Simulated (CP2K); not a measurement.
Two runs for the C K edge of ethyl trifluoroacetate. Run A: CP2K XAS_TDP, all-electron GAPW, PBEh(45%), aug-cc-pVDZ, TDA, no relativity. Run B differs in one setting.

First lines with a strength over 0.0015. A:

```
                       atom  energy (eV)  states  strength, one atom
   C1 (bonded to C and 3 H)       283.94       1              0.0064
                                  284.73       1              0.0223
                                  284.76       1              0.0206
                                  285.16       1              0.0019
                                  286.03       1              0.0054
C2 (bonded to C, O and 2 H)       285.02       1              0.0617
                                  285.87       1              0.0078
                                  286.50       1              0.0249
                                  287.36       1              0.0018
                                  288.00       1              0.0059
   C4 (bonded to C and 2 O)       283.49       1              0.0718
                                  289.03       1              0.0016
                                  289.74       1              0.0105
                                  290.02       1              0.0015
                                  290.06       1              0.0016
   C6 (bonded to C and 3 F)       288.89       1              0.0395
                                  290.25       1              0.0861
                                  291.67       1              0.0528
                                  292.55       1              0.0604
                                  292.77       1              0.0061
```

B:

```
                       atom  energy (eV)  states  strength, one atom
   C1 (bonded to C and 3 H)       284.24       1              0.0064
                                  285.02       1              0.0223
                                  285.05       1              0.0205
                                  285.45       1              0.0019
                                  286.32       1              0.0055
C2 (bonded to C, O and 2 H)       285.31       1              0.0618
                                  286.16       1              0.0078
                                  286.79       1              0.0249
                                  287.65       1              0.0018
                                  288.29       1              0.0059
   C4 (bonded to C and 2 O)       283.79       1              0.0718
                                  289.33       1              0.0016
                                  290.03       1              0.0105
                                  290.36       1              0.0016
                                  290.57       1              0.0068
   C6 (bonded to C and 3 F)       289.19       1              0.0397
                                  290.55       1              0.0863
                                  291.98       1              0.0523
                                  292.85       1              0.0602
                                  293.07       1              0.0064
```

Question: Which was it: the basis, scalar relativity switched on, the functional, GW2X switched on?

Scalar relativity switched on. Relativity shifts all lines of an element by nearly the same amount and keeps their strengths. Against PBEh(45%) in aug-cc-pVDZ, the leading lines move by +0.29 eV (C1, to 285.02), +0.29 eV (C2, to 285.31), +0.30 eV (C4, to 283.79) and +0.30 eV (C6, to 289.19).

[Banner, clock and machine lines of the logs are left out without a mark of their own.]

[Logs are printed without paths, hosts, clocks, repeated set-up lines and the standing remarks that a program may print on its own settings, such as how far it seeks lower states.]

[Hosts, paths, dates, database ids (printed as entryN), source tags and the programs' standing remarks are cut or masked in the printed files.]
